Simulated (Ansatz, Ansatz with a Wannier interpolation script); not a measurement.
# From a coarse GW mesh to bands everywhere: MgAl2C2 (P-3m1), part 2 of 2

G0W0 gives levels on a mesh alone; what do the bands of MgAl2C2 (P-3m1) look like between the points?

Ansatz 0.2.0; LDA, Wannier functions and G0W0, plane waves, PAW. Known limits of the many-body steps: not at the basis limit.

So far. Step 2 (LDA bands): The gap is indirect, with the least direct gap 1.22 eV higher. Step 3 (Wannier functions (Al:3s Al:3p C:2s C:2p Mg:3s) on …): Near the gap the model misses directly solved bands by 0.8 meV r.m.s. and by 9 meV at most in the window tested. This tests the starting bands, not the corrections carried with them.

### Step 4. G0W0 at every point of the mesh: 6×6×4 mesh, 216 empty bands, screening to 140 eV

G0W0 replaces the xc potential by the self-energy, built once from these orbitals. Only a window of levels is corrected, while the sums run over the empty bands that the input names.

This step: G0W0 on LDA, plane waves, PAW.

The input, input.yaml:

```yaml
crystal:
  lattice:
    - [3.377, 0.0, 0.0]
    - [-1.6885, 2.9245677886, 0.0]
    - [0.0, 0.0, 5.817]
  atoms:
    - { symbol: Mg, position: [0.0, 0.0, 0.0] }
    - { symbol: Al, position: [0.3333333333, 0.6666666667, 0.3502551946] }
    - { symbol: Al, position: [0.6666666667, 0.3333333333, 0.6497448054] }
    - { symbol: C, position: [0.3333333333, 0.6666666667, 0.7282484982] }
    - { symbol: C, position: [0.6666666667, 0.3333333333, 0.2717515018] }
kpoints:
  mp_grid: { grid: [6, 6, 4] }
hamiltonian:
  xc: lda
scf:
  occupations: { method: fixed }
gw:
  n_empty_bands: 216
  ecut_chi: 140.0
  qp_bands: [v6, c4]
  screening: { model: contour_deformation }
```

On the command line:

```sh
ansatz run input.yaml --threads 4 --pin off --max-ram 18432MiB --backend cpu --events-out ev --progress --plain --runs-dir out
```

Numbers of over 12 decimals in the logs are rounded to 6 here.

Log:

```text
[...]
Crystal: 5 atoms, lattice volume = 57.450 Å³
Basis set: ecut = 420 eV, 1135 PW (Γ)
Bands: 17, of which v1, the nominal top of the filled ones, is band 12 counted from 1 (11 counted from 0)
Symmetry: 12 space group operations
[...]
k-points: 24 of 144
[...]
SCF iter   1: F=—  HF=-3413.888491 eV  |F-HF|=—  |Δ(HF+E_count)|=         —  Δρ=6.67e-3  dr2=2.41e-2  ethr=1.77e-3  ⟨swp⟩=4.9  Hψ=1936  notcnv=0  defer=62
[...]
SCF iter   7: F=-3413.877444 eV  HF=-3413.877444 eV  |F-HF|=9.87e-10  |Δ(HF+E_count)|=   1.31e-8  Δρ=3.28e-6  dr2=2.90e-9  ethr=4.17e-10  ⟨swp⟩=7.1  Hψ=1690  notcnv=0
SCF 1 converged in 7 iterations: F = -3413.877444 eV  dr2 = 2.90e-9
[...]
G₀W₀ screening: q 1/24
[... further progress lines ...]
SCF converged after 7 iterations
Free energy (F): -3413.877444 eV
[...]
Internal energy: -3413.877444 eV  (E = F + TS)
E sigma→0 (E₀):  -3413.877444 eV
Fermi energy:    8.308005 eV
[...]
--- Band table (eV; the first three rows and the last of 24) ---
  k-point 0: bands = [... 8 lower, 7.2739, 8.0740, 8.1532, 8.1532, 11.6592, 12.9202, 14.9573, 14.9573, ... 1 higher]
  k-point 1: bands = [... 8 lower, 7.3435, 7.3435, 8.0665, 8.0665, 12.3394, 13.3225, 14.7763, 14.9002, ... 1 higher]
  k-point 2: bands = [... 8 lower, 7.4355, 7.4355, 7.9576, 7.9576, 12.8026, 13.6797, 14.7235, 14.9038, ... 1 higher]
  k-point 23: bands = [... 8 lower, 3.1470, 4.2593, 7.2457, 7.2457, 11.7904, 11.7904, 12.6446, 14.2977, ... 1 higher]
--- G₀W₀: contour deformation, 7 samples at zero and on the imaginary axis and 2 off it, 144 q-points, 216 empty bands' worth ---
  eigenvalues of the whole cell's RPA ε∞ on this k-mesh (on a slab, of 1 + 4πα/V) = 7.5999, 7.5999, 8.3706; static W/v taken at q = 0 is 0.128224
  bands read: the sum over 228 bands ends inside a degenerate multiplet in 5 slots, whose members it reads at an even weight; the widest, k=0: bands 228 to 229 (counted from 1) at 1/2 each
    ik  band        ε_KS         Σx   Σc(E_QP)       V_xc       Z   E_QP_lin       E_QP  E_QP is
     0     7      1.8884   -16.6877     4.1491   -12.0244  0.6939     1.3704     1.3742  root
     0     8      7.2739   -17.5315     2.2398   -14.8473  0.7574     6.8271     6.8294  root
     0     9      7.2739   -17.5315     2.2398   -14.8473  0.7574     6.8271     6.8294  root
     0    10      8.0740   -16.2325     1.4896   -14.3849  0.7653     7.7148     7.7160  root
     0    11      8.1532   -17.3766     1.9289   -15.0618  0.7619     7.7658     7.7673  root
     0    12      8.1532   -17.3766     1.9289   -15.0618  0.7619     7.7658     7.7673  root
     0    13     11.6592    -9.4636    -4.3784   -14.2957  0.7740    12.1149    12.1128  root
     0    14     12.9202    -8.4557    -4.7159   -13.7393  0.7736    13.4918    13.4878  root
     0    15     14.9573    -6.4026    -5.0639   -12.0894  0.7770    15.5857    15.5801  root
     0    16     14.9573    -6.4026    -5.0639   -12.0894  0.7770    15.5857    15.5801  root
     1     7      2.7379   -16.9334     3.8429   -12.5616  0.7071     2.2031     2.2090  root
     1     8      6.8243   -16.1949     1.9228   -13.8322  0.7560     6.3818     6.3844  root
     1     9      7.3435   -17.5552     2.2144   -14.9028  0.7578     6.9033     6.9055  root
     1    10      7.3435   -17.5552     2.2144   -14.9028  0.7578     6.9033     6.9055  root
[...]
23    12      7.2457   -16.5335     1.9031   -14.2001  0.7587     6.8131     6.8153  root
    23    13     11.7904    -6.9318    -4.3236   -11.7147  0.7892    12.2520    12.2497  root
    23    14     11.7904    -6.9318    -4.3236   -11.7147  0.7892    12.2520    12.2497  root
    23    15     12.6446    -6.2130    -4.6338   -11.3076  0.7790    13.1084    13.1055  root
    23    16     14.2977    -7.4482    -5.1634   -13.3469  0.7673    15.0422    15.0331  root
```

It took 4.3 min on 4 threads of Arm Neoverse V1, shared host; peak memory 0.64 GiB; 17 min of CPU time.

Numbers from this step:

```
bands summed                                 : 228
RPA ε∞ on this mesh (eigenvalues)            : 7.600, 7.600, 8.371
plane waves in the screening matrix          : 209
q-points in the mesh                         : 144
G0W0 gap on the mesh                         : 2.552 eV
k of the valence top                         : 0, 0.1667, 0
k of the conduction bottom                   : 0, -0.5, 0.25
starting gap on the mesh                     : 1.842 eV
Z at the valence top                         : 0.7648
Z at the conduction bottom                   : 0.7970
least direct G0W0 gap on the computed points : 3.808 eV
```

The gap on the mesh goes from 1.84 eV to 2.55 eV, a correction of +0.71 eV. Between the two edge states, bare exchange in place of the xc potential would open the gap by 6.10 eV, and correlation takes back 5.39 eV. The start differs from the 1.77 eV found before because this mesh misses an edge.

### Step 5. Interpolating the corrections

A script adds the corrections, carried to the Wannier functions and back, to the LDA levels, along the path and on a 26×26×9 mesh.

```
G0W0 gap over the zone     : 2.402 eV
starting gap over the zone : 1.724 eV
least direct G0W0 gap      : 3.697 eV
G0W0 gap on the mesh       : 2.552 eV
valence width, start       : 6.523 eV
valence width, G0W0        : 6.689 eV
gap by a rigid shift       : 2.434 eV
```

Levels solved directly plus the interpolated quasiparticle correction. Limits: finite bands, cutoff and mesh. Quasiparticle bands along the path, in eV, zero at the valence-band top of each set:

| point | band 9 | band 10 | band 11 | band 12 | band 13 |
| --- | --- | --- | --- | --- | --- |
| Γ | -1.14 | -0.26 | -0.21 | -0.21 | 4.14 |
| halfway | -2.87 | -2.08 | -0.64 | -0.28 | 4.30 |
| M | -3.79 | -2.71 | -2.20 | -1.09 | 2.75 |
| halfway | -4.03 | -3.50 | -2.30 | -2.18 | 3.76 |
| K | -4.89 | -3.50 | -2.71 | -2.71 | 3.16 |
| halfway | -3.77 | -2.31 | -1.40 | -0.40 | 5.41 |
| Γ | -1.14 | -0.26 | -0.21 | -0.21 | 4.14 |
| halfway | -1.07 | -1.07 | -0.30 | -0.30 | 4.86 |
| A | -0.97 | -0.97 | -0.42 | -0.42 | 5.32 |
| halfway | -2.92 | -1.87 | -1.86 | -0.98 | 4.48 |
| L | -2.48 | -1.98 | -1.63 | -1.48 | 2.59 |
| halfway | -4.02 | -2.97 | -1.59 | -1.11 | 3.32 |
| H | -5.38 | -4.26 | -1.16 | -1.16 | 4.28 |
| halfway | -3.17 | -2.27 | -1.92 | -1.48 | 4.95 |
| A | -0.97 | -0.97 | -0.42 | -0.42 | 5.32 |
| jump to L | -2.48 | -1.98 | -1.63 | -1.48 | 2.59 |
| halfway | -3.09 | -2.61 | -1.63 | -1.27 | 2.53 |
| M | -3.79 | -2.71 | -2.20 | -1.09 | 2.75 |
| jump to H | -5.38 | -4.26 | -1.16 | -1.16 | 4.28 |
| halfway | -5.31 | -3.86 | -1.94 | -1.94 | 3.95 |
| K | -4.89 | -3.50 | -2.71 | -2.71 | 3.16 |

The same for LDA:

| point | band 9 | band 10 | band 11 | band 12 | band 13 |
| --- | --- | --- | --- | --- | --- |
| Γ | -1.05 | -0.25 | -0.17 | -0.17 | 3.34 |
| M | -3.62 | -2.53 | -2.11 | -1.00 | 2.02 |
| K | -4.74 | -3.30 | -2.56 | -2.56 | 2.37 |
| Γ | -1.05 | -0.25 | -0.17 | -0.17 | 3.34 |
| A | -0.89 | -0.89 | -0.36 | -0.36 | 4.48 |
| L | -2.32 | -1.85 | -1.53 | -1.35 | 1.89 |
| H | -5.17 | -4.06 | -1.07 | -1.07 | 3.47 |
| A | -0.89 | -0.89 | -0.36 | -0.36 | 4.48 |
| L | -2.32 | -1.85 | -1.53 | -1.35 | 1.89 |
| M | -3.62 | -2.53 | -2.11 | -1.00 | 2.02 |
| H | -5.17 | -4.06 | -1.07 | -1.07 | 3.47 |
| K | -4.74 | -3.30 | -2.56 | -2.56 | 2.37 |

The first set of quasiparticle bands as a text plot (rows in eV):

```
    5.7 |                          +++                ++
    5.2 |                 +++    ++   +             ++  +
    4.7 | +++            +   +  +                  +
    4.2 |+              +     ++       +      +++++          ++
    3.6 |    +    +++  +                +                      +
    3.1 |     ++ +   ++                  +  ++                  +
    2.6 |       +                         ++             ++++
    2.0 |
    1.5 |
    1.0 |
    0.5 |
   -0.1 |****              ******
   -0.6 |*****           ** **   ******                **
   -1.1 |**   ****      *  **********  ***  ******** **** ****
   -1.7 |* **  *  *    * *** *      **********  **  **** ***  *
   -2.2 | * **  ***** * * * **   *    *******     *** *  *  *  *
   -2.7 |  *  ****  ** * *             ** ** *     * *   ****   *
   -3.2 |         *** * *  **     **        *     ***   *  *
   -3.8 |   **  **** * *  **        ***      **  **  ***    * ***
   -4.3 |     **      *****       *** **       ***  ** **    *
   -4.8 |    ***   ***  **              *     * *  **           *
   -5.4 |    *  ***   *** *      *     * *    ** ***       *****
   -5.9 |   * **   ****    *    *       * ***** ***      **    **
   -6.4 |***    ***         ****         *****           ****
         Γ       M   K        Γ   A        L   H       A|L M|H  K
```

Wannier model on a dense mesh, Gaussian width 0.15 eV. Limits: finite bands, cutoff and mesh. The density of states by energy, zero at the valence-band top of each set; read off at these points; values in states/eV/cell:

| energy (eV) | G0W0 | LDA |
| --- | --- | --- |
| -7.250 | 0 | 0 |
| -7.000 | 6.2e-4 | 0 |
| -6.750 | 0.158 | 0.0109 |
| -6.500 | 0.832 | 0.331 |
| -6.250 | 1.27 | 1.00 |
| -6.000 | 1.60 | 1.31 |
| -5.750 | 1.93 | 1.69 |
| -5.500 | 2.03 | 1.95 |
| -5.400 | 2.05 | 2.00 |
| -5.250 | 1.95 | 2.04 |
| -5.000 | 1.68 | 1.86 |
| -4.750 | 1.37 | 1.59 |
| -4.500 | 1.28 | 1.33 |
| -4.250 | 1.61 | 1.42 |
| -4.000 | 1.56 | 1.58 |
| -3.750 | 1.77 | 1.68 |
| -3.500 | 1.86 | 1.74 |
| -3.250 | 1.85 | 1.92 |
| -3.000 | 1.97 | 1.87 |
| -2.750 | 2.01 | 2.00 |
| -2.600 | 2.32 | 1.99 |
| -2.500 | 2.23 | 2.26 |
| -2.250 | 1.99 | 2.13 |
| -2.000 | 2.01 | 2.19 |
| -1.750 | 2.42 | 2.21 |
| -1.500 | 2.70 | 2.81 |
| -1.250 | 3.25 | 3.24 |
| -1.200 | 3.33 | 3.38 |
| -1.100 | 3.20 | 3.52 |
| -1.000 | 2.77 | 3.32 |
| -0.750 | 1.71 | 1.99 |
| -0.500 | 1.29 | 1.50 |
| -0.250 | 0.722 | 0.878 |
| 0.000 | 0.167 | 0.201 |
| 0.250 | 0.00558 | 0.00656 |
| 0.500 | 0 | 0 |
| 0.750 | 0 | 0 |
| 1.000 | 0 | 0 |
| 1.250 | 0 | 0 |
| 1.500 | 0 | 0.00197 |
| 1.750 | 0 | 0.119 |
| 2.000 | 7.5e-6 | 0.416 |
| 2.250 | 0.0112 | 0.550 |
| 2.500 | 0.168 | 0.693 |
| 2.750 | 0.412 | 0.871 |
| 3.000 | 0.514 | 1.12 |
| 3.250 | 0.648 | 1.01 |
| 3.500 | 0.820 | 1.04 |
| 3.750 | 1.06 | 1.72 |
| 4.000 | 0.994 | 1.81 |
| 4.250 | 0.839 | 2.52 |
| 4.300 | 0.856 | 2.64 |
| 4.500 | 1.49 | 2.50 |
| 4.750 | 1.60 | 2.04 |
| 5.000 | 2.17 | 2.26 |
| 5.200 | 2.56 | 2.22 |
| 5.250 | 2.54 | 2.23 |

Corrections by starting level (eV, on the run's own energy scale, so only their differences matter):

| start | correction |
| --- | --- |
| -6.50 | −0.51 |
| -5.43 | −0.51 |
| -4.73 | −0.50 |
| -3.75 | −0.52 |
| -2.87 | −0.51 |
| -2.14 | −0.51 |
| -1.56 | −0.46 |
| -1.06 | −0.43 |
| -0.87 | −0.43 |
| -0.23 | −0.36 |
| 1.84 | +0.36 |
| 3.19 | +0.44 |
| 4.26 | +0.48 |
| 4.63 | +0.66 |
| 5.45 | +0.62 |
| 6.10 | +0.62 |
| 6.65 | +0.62 |

### Step 6. HSE06 bands, for comparison

This step: DFT, HSE06, plane waves, PAW.

Edit input.yaml of step 4 so:

```diff
@@ -13,10 +13,18 @@
   mp_grid: { grid: [6, 6, 4] }
+  band_path:
+    path:
+      - [[0.0, 0.0, 0.0], [0.5, 0.0, 0.0], [0.33333333, 0.33333333, 0.0], [0.0, 0.0, 0.0], [0.0, 0.0, 0.5], [0.5, 0.0, 0.5], [0.33333333, 0.33333333, 0.5], [0.0, 0.0, 0.5]]
+      - [[0.5, 0.0, 0.5], [0.5, 0.0, 0.0]]
+      - [[0.33333333, 0.33333333, 0.5], [0.33333333, 0.33333333, 0.0]]
+    npoints: 10
 hamiltonian:
-  xc: lda
+  xc: hse06
 scf:
   occupations: { method: fixed }
-gw:
-  n_empty_bands: 216
-  ecut_chi: 140.0
-  qp_bands: [v6, c4]
-  screening: { model: contour_deformation }
+  n_extra_bands: 5
+output:
+  eigenvalues: true
+  write_density: true
+  write_potential: true
+  elf: true
+  volumetric_format: npy
```

Log:

```text
[...]
davidson cushion auto → on  (no smearing: the cushion is to keep the highest requested band from converging to the state above it; pin scf.eigensolver.cushion to override)
Crystal: 5 atoms, lattice volume = 57.450 Å³
Basis set: ecut = 420 eV, 1135 PW (Γ)
Bands: 17, of which v1, the nominal top of the filled ones, is band 12 counted from 1 (11 counted from 0)
Symmetry: 12 space group operations
[...]
k-points: 24 of 144
[...]
SCF iter   1: F=—  HF=-3500.968927 eV  |F-HF|=—  |Δ(HF+E_count)|=         —  Δρ=1.97e-3  dr2=2.69e-3  ethr=1.77e-3  ⟨swp⟩=8.6  Hψ=2113  notcnv=0
[...]
SCF iter   3: F=-3500.969049 eV  HF=-3500.969108 eV  |F-HF|=5.89e-5  |Δ(HF+E_count)|=   2.35e-5  Δρ=4.44e-4  dr2=1.58e-4  ethr=2.55e-6  ⟨swp⟩=4.2  Hψ=1202  notcnv=0  defer=4
SCF 1 stopped early in 3 iterations: F = -3500.969049 eV  dr2 = 1.58e-4
[...]
Exchange kernel: α = 0.2500, screened, ω = 0.2079 Å⁻¹, Wigner–Seitz truncation, v(0) = 1045.5321 eV·Å³, q-mesh 6×6×4, nearest image of the exchange supercell L = 20.26 Å, pair-density grid 18×18×27, without the augmentation charges, whose exchange is taken in its separable form by FFT convolution over the k-point mesh (sized by the pseudopotential files, 20×20×40 at the most), smooth part of the exact exchange by density-matrix convolution
Frozen-core exchange: fock
SCF iter   1: F=—  HF=-3502.335923 eV  |F-HF|=—  |Δ(HF+E_count)|=         —  Δρ=5.34e-3  dr2=8.75e-3  ethr=6.58e-6  ⟨swp⟩=7.2  Hψ=2030  notcnv=0
[...]
SCF iter   6: F=-3502.337440 eV  HF=-3502.337443 eV  |F-HF|=2.60e-6  |Δ(HF+E_count)|=   7.63e-5  Δρ=7.58e-5  dr2=4.74e-6  ethr=5.50e-8  ⟨swp⟩=4.1  Hψ=1271  notcnv=0
SCF 2 stopped early in 6 iterations: F = -3502.337440 eV  dr2 = 4.74e-6
hybrid outer 1: dexx = +6.746e-3 eV, tail = 3.40e-5 eV
[...]
Frozen-core exchange: fock
SCF iter   1: F=—  HF=-3502.337418 eV  |F-HF|=—  |Δ(HF+E_count)|=         —  Δρ=3.73e-5  dr2=9.42e-7  ethr=7.07e-7  ⟨swp⟩=2.0  Hψ=913  notcnv=0
[...]
SCF iter   3: F=-3502.337418 eV  HF=-3502.337418 eV  |F-HF|=1.48e-9  |Δ(HF+E_count)|=   1.87e-8  Δρ=6.09e-6  dr2=3.52e-8  ethr=3.75e-10  ⟨swp⟩=3.0  Hψ=1076  notcnv=0
SCF 3 converged in 3 iterations: F = -3502.337418 eV  dr2 = 3.52e-8
hybrid outer 2: dexx = +1.681e-7 eV, tail = 8.48e-8 eV, Δε = 1.54e-3 eV (about 1.46e-4 eV left of the loop's levels)
[...]
hybrid SCF converged: 2 outer / 9 inner (+3 warm-up), last move |dexx| = 1.68e-7 eV, tail = 8.48e-8 eV
Stability not checked: this state was not tested for a lower state beside it, because the functional holds exact exchange (a hybrid, or Hartree-Fock), whose exchange loop this test does not read (fock_operator; see scf.lower_state_search)
Free energy (F): -3502.337418 eV
Frozen-core exchange: fock
[...]
Internal energy: -3502.337418 eV  (E = F + TS)
E sigma→0 (E₀):  -3502.337418 eV
Fermi energy:    8.064674 eV
[...]
--- Band table (eV; the first three rows and the last of 24) ---
  k-point 0: bands = [... 8 lower, 6.8458, 7.8192, 7.8192, 7.8319, 12.3300, 13.7255, 15.8744, 15.8744, ... 1 higher]
  k-point 1: bands = [... 8 lower, 6.9242, 6.9242, 7.7206, 7.7206, 13.0745, 14.1805, 15.6531, 15.7977, ... 1 higher]
  k-point 2: bands = [... 8 lower, 7.0287, 7.0287, 7.5962, 7.5962, 13.5608, 14.5635, 15.7693, 15.7852, ... 1 higher]
  k-point 23: bands = [... 8 lower, 2.3668, 3.6054, 6.8761, 6.8761, 12.4628, 12.4628, 13.3693, 15.3626, ... 1 higher]
```

The job ended after 4.5 min (4 threads; peak memory 1.5 GiB; 17 min of CPU time).

Numbers from this step:

| Quantity | Value |
| --- | --- |
| filled bands | 12 |
| gap | 2.539 eV |
| valence top at | k = (0.150, 0.000, 0.000) |
| conduction bottom at | k = (0.500, 0.000, 0.350) |
| least direct gap | 3.957 eV |

The gap stands +0.77 eV against LDA.

Electronic bands along the path, in eV, zero at the top of the highest nominally filled band:

| point | band 9 | band 10 | band 11 | band 12 | band 13 | band 14 | band 15 | band 16 |
| --- | --- | --- | --- | --- | --- | --- | --- | --- |
| Γ | -1.23 | -0.26 | -0.26 | -0.25 | 4.25 | 5.65 | 7.80 | 7.80 |
| halfway | -3.04 | -2.19 | -0.70 | -0.27 | 4.43 | 5.47 | 6.58 | 7.90 |
| M | -3.99 | -2.85 | -2.23 | -1.18 | 2.82 | 5.35 | 5.74 | 7.72 |
| halfway | -4.25 | -3.69 | -2.41 | -2.21 | 3.84 | 5.36 | 6.61 | 7.59 |
| K | -5.24 | -3.69 | -2.81 | -2.81 | 3.26 | 6.94 | 6.94 | 7.91 |
| halfway | -4.00 | -2.44 | -1.47 | -0.40 | 5.56 | 5.79 | 6.16 | 6.58 |
| Γ | -1.23 | -0.26 | -0.26 | -0.25 | 4.25 | 5.65 | 7.80 | 7.80 |
| halfway | -1.15 | -1.15 | -0.36 | -0.36 | 5.00 | 6.10 | 7.58 | 7.72 |
| A | -1.05 | -1.05 | -0.48 | -0.48 | 5.48 | 6.49 | 7.69 | 7.71 |
| halfway | -3.06 | -1.98 | -1.90 | -1.05 | 4.62 | 5.39 | 6.22 | 7.75 |
| L | -2.62 | -2.07 | -1.67 | -1.56 | 2.65 | 4.47 | 5.05 | 5.69 |
| halfway | -4.24 | -3.11 | -1.66 | -1.16 | 3.40 | 4.57 | 6.42 | 6.66 |
| H | -5.71 | -4.47 | -1.20 | -1.20 | 4.38 | 4.38 | 5.29 | 7.28 |
| halfway | -3.33 | -2.37 | -1.99 | -1.52 | 5.09 | 5.12 | 7.38 | 7.54 |
| A | -1.05 | -1.05 | -0.48 | -0.48 | 5.48 | 6.49 | 7.69 | 7.71 |
| jump to L | -2.62 | -2.07 | -1.67 | -1.56 | 2.65 | 4.47 | 5.05 | 5.69 |
| halfway | -3.22 | -2.75 | -1.67 | -1.36 | 2.60 | 4.64 | 6.03 | 6.70 |
| M | -3.99 | -2.85 | -2.23 | -1.18 | 2.82 | 5.35 | 5.74 | 7.72 |
| jump to H | -5.71 | -4.47 | -1.20 | -1.20 | 4.38 | 4.38 | 5.29 | 7.28 |
| halfway | -5.69 | -4.05 | -2.00 | -2.00 | 4.07 | 5.51 | 5.51 | 7.83 |
| K | -5.24 | -3.69 | -2.81 | -2.81 | 3.26 | 6.94 | 6.94 | 7.91 |

### Step 7. Summary of results

- LDA gap: 1.72 eV
- G0W0 gap over the zone: 2.40 eV, indirect
- least direct G0W0 gap, in the model: 3.70 eV
- GW settings: 6×6×4 mesh, 216 empty bands, screening to 140 eV
- known limits: not at the basis limit

The Wannier model follows the LDA bands to under 1 meV r.m.s. near the gap. The G0W0 gap over the zone is 2.40 eV, indirect, from k = (-0.162, 0.081, 0.000) to k = (-0.470, 0.000, 0.337); on the mesh alone it is 2.55 eV, and a rigid shift of the LDA bands would give 2.43 eV. The valence width in the model goes from 6.52 eV to 6.69 eV. HSE06 gives a gap of 2.54 eV on the same path. Bands and cutoff are finite, so the gap is not at the basis limit. The miss can reach some tenths of an eV and take either sign; the mesh is an error of its own. Above the frozen window of the model the interpolated levels need not meet the computed ones, even at points of the mesh.

[Paths, hosts, dates, memory and timing lines, banners, echoed tables and standing remarks are left out of the program output.]

[Logs are printed without paths, hosts, clocks, repeated set-up lines and the standing remarks that a program may print on its own settings, such as how far it seeks lower states.]

[Runs of the session that timed out or met a known fault of the program may be left out.]

[Hosts, paths, dates, database ids (printed as entryN), source tags and the programs' standing remarks are cut or masked in the printed files.]
